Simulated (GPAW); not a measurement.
## Ballistic transport through a carbon nanotube (4, 4); a C-C pair replaced by B-B, cheap and dear

Aim: T(E), conductance and thermopower of a carbon nanotube (4, 4); a C-C pair replaced by B-B, and what cheaper settings cost in accuracy.

Calculated with GPAW 26.7.0; GPAW LCAO, PAW setups; Landauer transmission from Green's functions with principal layers (ASE), zero bias.

Most raw output is cut from this account.

### 1. Set-up

The cell holds 192 atoms: 190 C and 2 B. Cell: a = 13.424 Å, b = 13.424 Å, c = 29.514 Å, α = 90.0°, β = 90.0°, γ = 90.0°. Regions: left lead, 80 atoms (80 C); channel, 32 atoms (30 C and 2 B); right lead, 80 atoms (80 C). Vacuum lies along a and b. The structure is stacked along c, and the current runs across the ab planes.

### 2. GPAW, szp

One radial function a shell plus polarisation makes the matrices smaller; the question is what that costs.

run.py reads:

```python
import json
import numpy as np
from ase import Atoms
from ase.transport.calculators import TransportCalculator
from gpaw import GPAW, FermiDirac
from gpaw.lcao.tools import get_lcao_hamiltonian
from scipy.linalg import eigh

# The junction with lead layers at both ends, along the third cell vector
device = Atoms(
    ['C', 'C', 'C', 'C', 'C', 'C', 'C', 'C', 'C', 'C', 'C', 'C', 'C', 'C', 'C', 'C', 'C', 'C', 'C', 'C', 'C', 'C', 'C', 'C', 'C', 'C', 'C', 'C', 'C', 'C', 'C', 'C', 'C', 'C', 'C', 'C', 'C', 'C', 'C', 'C', 'C', 'C', 'C', 'C', 'C', 'C', 'C', 'C', 'C', 'C', 'C', 'C', 'C', 'C', 'C', 'C', 'C', 'C', 'C', 'C', 'C', 'C', 'C', 'C', 'C', 'C', 'C', 'C', 'C', 'C', 'C', 'C', 'C', 'C', 'C', 'C', 'C', 'C', 'C', 'C', 'C', 'C', 'C', 'C', 'C', 'C', 'C', 'C', 'C', 'C', 'C', 'C', 'C', 'C', 'C', 'C', 'C', 'C', 'C', 'C', 'C', 'C', 'B', 'B', 'C', 'C', 'C', 'C', 'C', 'C', 'C', 'C', 'C', 'C', 'C', 'C', 'C', 'C', 'C', 'C', 'C', 'C', 'C', 'C', 'C', 'C', 'C', 'C', 'C', 'C', 'C', 'C', 'C', 'C', 'C', 'C', 'C', 'C', 'C', 'C', 'C', 'C', 'C', 'C', 'C', 'C', 'C', 'C', 'C', 'C', 'C', 'C', 'C', 'C', 'C', 'C', 'C', 'C', 'C', 'C', 'C', 'C', 'C', 'C', 'C', 'C', 'C', 'C', 'C', 'C', 'C', 'C', 'C', 'C', 'C', 'C', 'C', 'C', 'C', 'C', 'C', 'C', 'C', 'C', 'C', 'C', 'C', 'C', 'C', 'C', 'C', 'C'],
    positions=[
        [4.00000, 6.71200, 0.61488],
        [4.36334, 5.35600, 0.61488],
        [5.35600, 9.06066, 0.61488],
        [6.71200, 9.42400, 0.61488],
        [6.71200, 4.00000, 0.61488],
        [8.06800, 4.36334, 0.61488],
        [9.06066, 8.06800, 0.61488],
        [9.42400, 6.71200, 0.61488],
        [4.09241, 7.41392, 1.84463],
        [4.79433, 8.62967, 1.84463],
        [4.79433, 4.79433, 1.84463],
        [6.01008, 4.09241, 1.84463],
        [7.41392, 9.33159, 1.84463],
        [8.62967, 8.62967, 1.84463],
        [8.62967, 4.79433, 1.84463],
        [9.33159, 6.01008, 1.84463],
        [4.00000, 6.71200, 3.07439],
        [4.36334, 5.35600, 3.07439],
        [5.35600, 9.06066, 3.07439],
        [6.71200, 9.42400, 3.07439],
        [6.71200, 4.00000, 3.07439],
        [8.06800, 4.36334, 3.07439],
        [9.06066, 8.06800, 3.07439],
        [9.42400, 6.71200, 3.07439],
        [4.09241, 7.41392, 4.30415],
        [4.79433, 8.62967, 4.30415],
        [4.79433, 4.79433, 4.30415],
        [6.01008, 4.09241, 4.30415],
        [7.41392, 9.33159, 4.30415],
        [8.62967, 8.62967, 4.30415],
[... 156 atom lines left out ...]
        [4.79433, 4.79433, 28.89927],
        [6.01008, 4.09241, 28.89927],
        [7.41392, 9.33159, 28.89927],
        [8.62967, 8.62967, 28.89927],
        [8.62967, 4.79433, 28.89927],
        [9.33159, 6.01008, 28.89927]],
    cell=[[13.424, 0.0, 0.0], [0.0, 13.424, 0.0], [0.0, 0.0, 29.51415]],
    pbc=True)

# One principal layer of the lead: the first 48 atoms of the device
lead = Atoms(
    ['C', 'C', 'C', 'C', 'C', 'C', 'C', 'C', 'C', 'C', 'C', 'C', 'C', 'C', 'C', 'C', 'C', 'C', 'C', 'C', 'C', 'C', 'C', 'C', 'C', 'C', 'C', 'C', 'C', 'C', 'C', 'C', 'C', 'C', 'C', 'C', 'C', 'C', 'C', 'C', 'C', 'C', 'C', 'C', 'C', 'C', 'C', 'C'],
    positions=[
        [4.00000, 6.71200, 0.61488],
        [4.36334, 5.35600, 0.61488],
        [5.35600, 9.06066, 0.61488],
        [6.71200, 9.42400, 0.61488],
        [6.71200, 4.00000, 0.61488],
        [8.06800, 4.36334, 0.61488],
        [9.06066, 8.06800, 0.61488],
        [9.42400, 6.71200, 0.61488],
        [4.09241, 7.41392, 1.84463],
        [4.79433, 8.62967, 1.84463],
        [4.79433, 4.79433, 1.84463],
        [6.01008, 4.09241, 1.84463],
        [7.41392, 9.33159, 1.84463],
        [8.62967, 8.62967, 1.84463],
        [8.62967, 4.79433, 1.84463],
        [9.33159, 6.01008, 1.84463],
        [4.00000, 6.71200, 3.07439],
        [4.36334, 5.35600, 3.07439],
        [5.35600, 9.06066, 3.07439],
        [6.71200, 9.42400, 3.07439],
        [6.71200, 4.00000, 3.07439],
        [8.06800, 4.36334, 3.07439],
        [9.06066, 8.06800, 3.07439],
        [9.42400, 6.71200, 3.07439],
        [4.09241, 7.41392, 4.30415],
        [4.79433, 8.62967, 4.30415],
        [4.79433, 4.79433, 4.30415],
        [6.01008, 4.09241, 4.30415],
        [7.41392, 9.33159, 4.30415],
        [8.62967, 8.62967, 4.30415],
        [8.62967, 4.79433, 4.30415],
        [9.33159, 6.01008, 4.30415],
        [4.00000, 6.71200, 5.53390],
        [4.36334, 5.35600, 5.53390],
        [5.35600, 9.06066, 5.53390],
        [6.71200, 9.42400, 5.53390],
        [6.71200, 4.00000, 5.53390],
        [8.06800, 4.36334, 5.53390],
        [9.06066, 8.06800, 5.53390],
        [9.42400, 6.71200, 5.53390],
        [4.09241, 7.41392, 6.76366],
        [4.79433, 8.62967, 6.76366],
        [4.79433, 4.79433, 6.76366],
        [6.01008, 4.09241, 6.76366],
        [7.41392, 9.33159, 6.76366],
        [8.62967, 8.62967, 6.76366],
        [8.62967, 4.79433, 6.76366],
        [9.33159, 6.01008, 6.76366]],
    cell=[[13.424, 0.0, 0.0], [0.0, 13.424, 0.0], [0.0, 0.0, 7.37854]],
    pbc=True)

settings = dict(mode='lcao', basis='szp(dzp)', xc='PBE', h=0.2,
                occupations=FermiDirac(0.1), maxiter=250,
                mixer=dict(beta=0.1, nmaxold=8, weight=100.0),
                convergence=dict(density=0.0001))
energies = np.arange(-2, 2 + 1e-9, 0.05)
eta = 0.0001
n1, n2 = 1, 1
# k and -k transmit alike, so half of the mesh across the current serves
mesh = [(i, j) for i in range(n1) for j in range(n2) if (i, j) <= (-i % n1, -j % n2)]
weights = np.array([1 if (i, j) == (-i % n1, -j % n2) else 2 for i, j in mesh]) / (n1 * n2)

# [... helper functions left out ...]
fermi_lead = ground_state(lead, (1, 1, 15), 'lead.txt')
fermi_device = ground_state(device, (1, 1, 3), 'device.txt')
# [... loop over the mesh left out, but for ...]
        # Shift the lead onto the potential of the device's first layer
        shift = ((H[:, 0, 0] - H0[:, 0, 0]) / S0[0, 0]).real.mean()
# [...]
kT = 8.617333e-5 * 300
bias = [0.1, 0.2, 0.5, 1.0, 1.5, 2.0]
# [... integrals and printing left out ...]
```

Run with:

```console
OMP_NUM_THREADS=1 OPENBLAS_NUM_THREADS=1 python run.py
```

It took 25 min on 1 thread of Intel Xeon Platinum 8559C (Emerald Rapids), shared host; peak memory 3.5 GiB.

This step gave:

```yaml
conductance: 1.501 G₀
thermopower: -6.120 μV/K
largest_coupling_past_the_next_principal_layer: 4.24e-15 eV
largest_misfit_of_the_first_principal_layer: 0.05083 eV
shift_that_aligns_the_lead: 0.01529 eV
basis_functions_of_the_junction: 1728
basis_functions_of_a_principal_layer: 432
transmission_at_the_fermi_level_one_spin: 1.507
```

One spin. The transmission, zone mean by energy, zero at the Fermi level:

| energy (eV) | transmission, zone mean |
| --- | --- |
| -2.000 | 3.96 |
| -1.800 | 3.32 |
| -1.600 | 0.538 |
| -1.400 | 0.914 |
| -1.200 | 0.914 |
| -1.000 | 0.912 |
| -0.800 | 0.869 |
| -0.600 | 0.676 |
| -0.400 | 0.689 |
| -0.200 | 1.16 |
| 0.000 | 1.51 |
| 0.200 | 1.69 |
| 0.400 | 1.79 |
| 0.600 | 1.85 |
| 0.800 | 1.89 |
| 1.000 | 2.04 |
| 1.200 | 3.28 |
| 1.400 | 4.69 |
| 1.550 | 5.34 |
| 1.600 | 4.61 |
| 1.800 | 5.12 |
| 1.850 | 5.18 |
| 2.000 | 4.86 |

Not self-consistent under bias; the bias window is split evenly. Table of current through one cell, from the zero-bias transmission by bias:

| bias (V) | current through one cell, from the zero-bias transmission (μA) |
| --- | --- |
| 0.100 | 11.6 |
| 0.200 | 23.2 |
| 0.500 | 56.5 |
| 1.000 | 106 |
| 1.500 | 156 |
| 2.000 | 210 |

Transmission of the three most open eigenchannels against energy, zero at the Fermi level:

| energy (eV) | channel 1 | channel 2 | channel 3 |
| --- | --- | --- | --- |
| -2.000 | 0.999 | 0.976 | 0.868 |
| -1.800 | 0.999 | 0.686 | 0.588 |
| -1.600 | 0.534 | 0.00440 | 6.9e-8 |
| -1.400 | 0.909 | 0.00454 | 6.0e-11 |
| -1.200 | 0.885 | 0.0293 | 0 |
| -1.000 | 0.798 | 0.114 | 0 |
| -0.800 | 0.594 | 0.274 | 0 |
| -0.600 | 0.479 | 0.197 | 0 |
| -0.400 | 0.664 | 0.0252 | 1.0e-12 |
| -0.200 | 0.792 | 0.370 | 0 |
| 0.000 | 0.873 | 0.634 | 0 |
| 0.200 | 0.924 | 0.764 | 0 |
| 0.400 | 0.956 | 0.831 | 0 |
| 0.600 | 0.977 | 0.872 | 0 |
| 0.800 | 0.989 | 0.901 | 3.3e-11 |
| 1.000 | 0.995 | 0.924 | 0.0663 |
| 1.200 | 0.998 | 0.944 | 0.661 |
| 1.400 | 0.997 | 0.949 | 0.948 |
| 1.600 | 0.996 | 0.994 | 0.937 |
| 1.800 | 0.996 | 0.995 | 0.963 |
| 2.000 | 0.997 | 0.985 | 0.977 |

Couplings past the next layer reach 4.2e-15 eV, small enough to drop; the matrix elements of the cell's first layer differ from the bulk lead's by up to 0.051 eV. That layer keeps its own values in the calculation, and only beyond it is the lead taken as perfect.

### 3. Minimal basis, basis sz(dzp)

One function for each valence shell of the setup, as for a first survey of a large system.

Edit run.py of step 2 so:

```diff
@@ -107,3 +107,3 @@
 
-settings = dict(mode='lcao', basis='szp(dzp)', xc='PBE', h=0.2,
+settings = dict(mode='lcao', basis='sz(dzp)', xc='PBE', h=0.2,
                 occupations=FermiDirac(0.1), maxiter=250,
```

Run time: 4.7 min. Hardware: 1 thread; peak memory 2.3 GiB.

This step gave:

```
conductance                                    : 1.400 G₀
thermopower                                    : -7.730 μV/K
largest coupling past the next principal layer : 3.18e-15 eV
largest misfit of the first principal layer    : 0.05061 eV
shift that aligns the lead                     : 0.01008 eV
basis functions of the junction                : 768
basis functions of a principal layer           : 192
transmission at the Fermi level (one spin)     : 1.406
```

One spin. The transmission, zone mean by energy, zero at the Fermi level:

| energy (eV) | transmission, zone mean |
| --- | --- |
| -2.000 | 4.51 |
| -1.800 | 2.71 |
| -1.600 | 0.261 |
| -1.500 | 1.04 |
| -1.400 | 0.879 |
| -1.200 | 0.888 |
| -1.000 | 0.895 |
| -0.800 | 0.874 |
| -0.600 | 0.739 |
| -0.400 | 0.666 |
| -0.200 | 1.03 |
| 0.000 | 1.41 |
| 0.200 | 1.63 |
| 0.400 | 1.76 |
| 0.600 | 1.82 |
| 0.800 | 1.87 |
| 1.000 | 1.90 |
| 1.200 | 1.92 |
| 1.400 | 2.06 |
| 1.600 | 4.26 |
| 1.700 | 4.88 |
| 1.800 | 4.36 |
| 2.000 | 4.85 |

Not self-consistent under bias; the bias window is split evenly. Table of current through one cell, from the zero-bias transmission by bias:

| bias (V) | current through one cell, from the zero-bias transmission (μA) |
| --- | --- |
| 0.100 | 10.8 |
| 0.200 | 21.6 |
| 0.500 | 52.7 |
| 1.000 | 100 |
| 1.500 | 151 |
| 2.000 | 204 |

Table of transmission of the three most open eigenchannels by energy, zero at the Fermi level:

| energy (eV) | channel 1 | channel 2 | channel 3 |
| --- | --- | --- | --- |
| -2.00 | 0.999 | 0.953 | 0.938 |
| -1.90 | 0.998 | 0.994 | 0.851 |
| -1.80 | 0.990 | 0.948 | 0.308 |
| -1.70 | 0.987 | 4.4e-4 | 2.2e-8 |
| -1.55 | 0.735 | 0.0151 | 7.1e-10 |
| -1.45 | 0.860 | 0.0107 | 6.8e-11 |
| -1.35 | 0.871 | 0.0127 | 5.4e-12 |
| -1.25 | 0.859 | 0.0277 | 0 |
| -1.15 | 0.833 | 0.0563 | 0 |
| -1.05 | 0.791 | 0.102 | 0 |
| -0.90 | 0.690 | 0.203 | 0 |
| -0.80 | 0.583 | 0.291 | 0 |
| -0.70 | 0.435 | 0.389 | 0 |
| -0.60 | 0.489 | 0.250 | 0 |
| -0.50 | 0.583 | 0.0746 | 0 |
| -0.40 | 0.666 | 1.3e-5 | 5.8e-10 |
| -0.25 | 0.762 | 0.152 | 0 |
| -0.15 | 0.811 | 0.325 | 0 |
| -0.05 | 0.850 | 0.477 | 0 |
| 0.00 | 0.867 | 0.539 | 0 |
| 0.05 | 0.882 | 0.592 | 0 |
| 0.15 | 0.908 | 0.674 | 0 |
| 0.25 | 0.929 | 0.733 | 0 |
| 0.40 | 0.964 | 0.794 | 0 |
| 0.50 | 0.965 | 0.822 | 0 |
| 0.60 | 0.974 | 0.845 | 0 |
| 0.70 | 0.981 | 0.865 | 0 |
| 0.80 | 0.986 | 0.881 | 0 |
| 0.90 | 0.990 | 0.895 | 0 |
| 1.05 | 0.994 | 0.911 | 1.5e-12 |
| 1.15 | 0.996 | 0.919 | 8.0e-12 |
| 1.25 | 0.997 | 0.926 | 9.0e-11 |
| 1.35 | 0.998 | 0.935 | 8.2e-9 |
| 1.45 | 0.999 | 0.950 | 0.332 |
| 1.55 | 0.998 | 0.955 | 0.737 |
| 1.70 | 0.998 | 0.986 | 0.940 |
| 1.80 | 0.997 | 0.973 | 0.898 |
| 1.90 | 0.997 | 0.986 | 0.932 |
| 2.00 | 0.997 | 0.982 | 0.952 |

For the transmission at the Fermi level (one spin), step 2 gave 1.51; this run, with basis sz(dzp), gives 1.41 (-7 %).

### 4. RPBE in the szp basis: xc = "RPBE"

Back in the szp basis, the functional changes from PBE to RPBE, to set the spread between functionals beside that between bases.

Edit run.py of step 3 so:

```diff
@@ -107,3 +107,3 @@
 
-settings = dict(mode='lcao', basis='sz(dzp)', xc='PBE', h=0.2,
+settings = dict(mode='lcao', basis='szp(dzp)', xc='RPBE', h=0.2,
                 occupations=FermiDirac(0.1), maxiter=250,
```

It took 26 min on 1 thread; peak memory 3.5 GiB.

Numbers from this step:

- conductance: 1.504 G₀
- thermopower: -6.022 μV/K
- largest coupling past the next principal layer: 4.68e-15 eV
- largest misfit of the first principal layer: 0.05136 eV
- shift that aligns the lead: 0.01551 eV
- basis functions of the junction: 1728
- basis functions of a principal layer: 432
- transmission at the Fermi level (one spin): 1.509

The conductance equals that of the szp run to 0.2 %.

### 5. Cost and result by level

Times are for 1 thread of Intel Xeon Platinum 8559C (Emerald Rapids), shared host. Results by setting:

| no. | run | conductance (G₀) | time | memory (GiB) |
| --- | --- | --- | --- | --- |
| 1 | szp | 1.501 | 25 min | 3.5 |
| 2 | sz | 1.400 | 4.7 min | 2.3 |
| 3 | szp RPBE | 1.504 | 26 min | 3.5 |

### 6. Comparison

The curves are compared point by point over the common energies.

This step: comparison of transmission and cost over codes and levels (GPAW 26.7.0).

Ladder, by row:

| step | code | T at the Fermi level (sum over the listed spins) | conductance (G0) | r.m.s. T(E) from the first | wall time (s) | peak memory (GiB) | threads |
| --- | --- | --- | --- | --- | --- | --- | --- |
| szp | GPAW | 1.507 | 1.501 | 0 | 1527 | 3.54 | 1 |
| sz | GPAW | 1.406 | 1.4 | 0.6939 | 284.5 | 2.29 | 1 |
| szp-RPBE | GPAW | 1.509 | 1.504 | 0.1105 | 1541 | 3.54 | 1 |

Transmission, zone mean, sum over the listed spins against energy, zero at the Fermi level:

| energy (eV) | szp | sz | szp-RPBE |
| --- | --- | --- | --- |
| -2.00 | 3.96 | 4.51 | 3.99 |
| -1.90 | 4.00 | 4.29 | 3.99 |
| -1.80 | 3.32 | 2.71 | 3.09 |
| -1.70 | 0.983 | 0.987 | 0.930 |
| -1.55 | 0.593 | 0.751 | 0.708 |
| -1.45 | 0.904 | 0.870 | 0.906 |
| -1.35 | 0.917 | 0.883 | 0.916 |
| -1.25 | 0.916 | 0.887 | 0.914 |
| -1.15 | 0.913 | 0.889 | 0.911 |
| -1.05 | 0.912 | 0.893 | 0.910 |
| -0.90 | 0.902 | 0.893 | 0.897 |
| -0.80 | 0.869 | 0.874 | 0.860 |
| -0.70 | 0.791 | 0.823 | 0.779 |
| -0.60 | 0.676 | 0.739 | 0.664 |
| -0.50 | 0.602 | 0.658 | 0.600 |
| -0.40 | 0.689 | 0.666 | 0.697 |
| -0.25 | 1.04 | 0.914 | 1.05 |
| -0.15 | 1.27 | 1.14 | 1.27 |
| -0.05 | 1.44 | 1.33 | 1.44 |
| 0.00 | 1.51 | 1.41 | 1.51 |
| 0.05 | 1.56 | 1.47 | 1.56 |
| 0.15 | 1.65 | 1.58 | 1.65 |
| 0.25 | 1.72 | 1.66 | 1.72 |
| 0.40 | 1.79 | 1.76 | 1.79 |
| 0.50 | 1.82 | 1.79 | 1.82 |
| 0.60 | 1.85 | 1.82 | 1.85 |
| 0.70 | 1.87 | 1.85 | 1.87 |
| 0.80 | 1.89 | 1.87 | 1.89 |
| 0.90 | 1.90 | 1.89 | 1.90 |
| 1.05 | 2.25 | 1.91 | 2.28 |
| 1.15 | 2.80 | 1.92 | 2.82 |
| 1.25 | 3.72 | 1.92 | 3.71 |
| 1.35 | 4.41 | 1.93 | 4.39 |
| 1.45 | 4.94 | 2.71 | 4.92 |
| 1.55 | 5.34 | 3.83 | 5.33 |
| 1.70 | 4.91 | 4.88 | 4.90 |
| 1.80 | 5.12 | 4.36 | 5.11 |
| 1.85 | 5.18 | 4.53 | 5.18 |
| 1.90 | 5.17 | 4.67 | 5.19 |
| 2.00 | 4.86 | 4.85 | 4.88 |

### 7. Functional revPBE, SCF mesh 1×1×1, basis sz(dzp)

The functional moves levels against the Fermi level. The SCF mesh sets the Fermi level of the repeated cell. A smaller basis is cheaper in every inversion.

This step: GPAW LCAO, PAW setups; Landauer transmission from Green's functions with principal layers (ASE), zero bias (GPAW 26.7.0).

Edit run.py of step 4 so:

```diff
@@ -107,3 +107,3 @@
 
-settings = dict(mode='lcao', basis='szp(dzp)', xc='RPBE', h=0.2,
+settings = dict(mode='lcao', basis='sz(dzp)', xc='revPBE', h=0.2,
                 occupations=FermiDirac(0.1), maxiter=250,
@@ -120,3 +120,3 @@
 fermi_lead = ground_state(lead, (1, 1, 15), 'lead.txt')
-fermi_device = ground_state(device, (1, 1, 3), 'device.txt')
+fermi_device = ground_state(device, (1, 1, 1), 'device.txt')
 # [... loop over the mesh left out, but for ...]
```

Elapsed: 3.7 min, on 1 thread; peak memory 2.2 GiB.

The run finished with changed settings (xc = "revPBE", scf_mesh = [1, 1, 1] and basis = "sz(dzp)"); it serves as a test.

The two runs compared:

| quantity | this run | sound run | difference |
| --- | --- | --- | --- |
| conductance (G₀) | 1.4022 | 1.5014 | -0.0992 |
| thermopower (μV/K) | -7.8401 | -6.1201 | -1.72 |
| largest coupling past the next principal layer (eV) | 4.930e-15 | 4.242e-15 | 6.9e-16 |
| largest misfit of the first principal layer (eV) | 0.050819 | 0.050828 | -9.0e-6 |
| shift that aligns the lead (eV) | 0.11613 | 0.015295 | 0.101 |
| basis functions of the junction | 768 | 1728 | -960 |
| basis functions of a principal layer | 192 | 432 | -240 |
| transmission at the Fermi level (one spin) | 1.4087 | 1.5070 | -0.0984 |

One result that differs is the shift that aligns the lead, 0.116 eV against 0.0153 eV.

### 8. Outcome

```
conductance                                        : 1.50 G₀
transmission at the Fermi level, mean of the spins : 1.51
thermopower                                        : -6.12 μV/K
```

**Reading.** In the szp basis the junction conducts 1.50 G₀ at 300 K, with T = 1.51 a spin at the Fermi level; the sz basis reaches that conductance within 10 %. At the Fermi level two eigenchannels carry the current (0.87 and 0.63). The negative thermopower says that the thermally weighted transmission is larger above the Fermi level, as for electron-like transport. Measured against the first run (szp), the nearest curve is that of szp-RPBE (r.m.s. 0.11) and the farthest that of sz (0.69). Over the compared runs wall time goes from 284 s (sz) to 1541 s (szp-RPBE), on a shared host. The geometry was built from estimated bond lengths and not relaxed, so the numbers describe this model structure. The currents use the zero-bias T(E) throughout, which holds only while the bias is small against the distance to the nearest feature. The energy step is wider than the thermal energy, so the conductance and thermopower rest on interpolation of T(E).

[Logs are printed without paths, hosts, clocks, repeated set-up lines and the standing remarks that a program may print on its own settings, such as how far it seeks lower states.]

[Hosts, paths, dates, database ids (printed as entryN), source tags and the programs' standing remarks are cut or masked in the printed files.]
